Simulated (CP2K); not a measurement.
Two runs for the S L₂,₃ edge of methylthiopyrazine. Run A: CP2K XAS_TDP, all-electron GAPW, PBEh(45%), aug-cc-pVDZ, TDA, ZORA, spin–orbit coupling. Run B differs in one setting.

First lines with a strength over 0.0003. A:

```tsv
atom	energy (eV)	states	strength, one atom
S2 (bonded to 2 C)	163.94	1	0.0019
	164.17	1	0.0012
	164.42	1	0.0004
	164.49	2	0.0005
	165.03	1	0.0014
```

B:

```tsv
atom	energy (eV)	states	strength, one atom
S2 (bonded to 2 C)	166.96	1	0.0018
	167.18	1	0.0013
	167.50	1	0.0004
	168.04	1	0.0014
	168.27	1	0.0029
```

Which was it: the basis, the functional, GW2X switched on?

GW2X switched on. GW2X shifts the lines nearly together; each 2p level gets its own shift. The lowest line over the strength cut lies at 166.96 eV, against 163.94 eV (PBEh(45%), aug-cc-pVDZ).

[Banner, clock and machine lines of the logs are left out without a mark of their own.]

[Logs are printed without paths, hosts, clocks, repeated set-up lines and the standing remarks that a program may print on its own settings, such as how far it seeks lower states.]

[Hosts, paths, dates, database ids (printed as entryN), source tags and the programs' standing remarks are cut or masked in the printed files.]
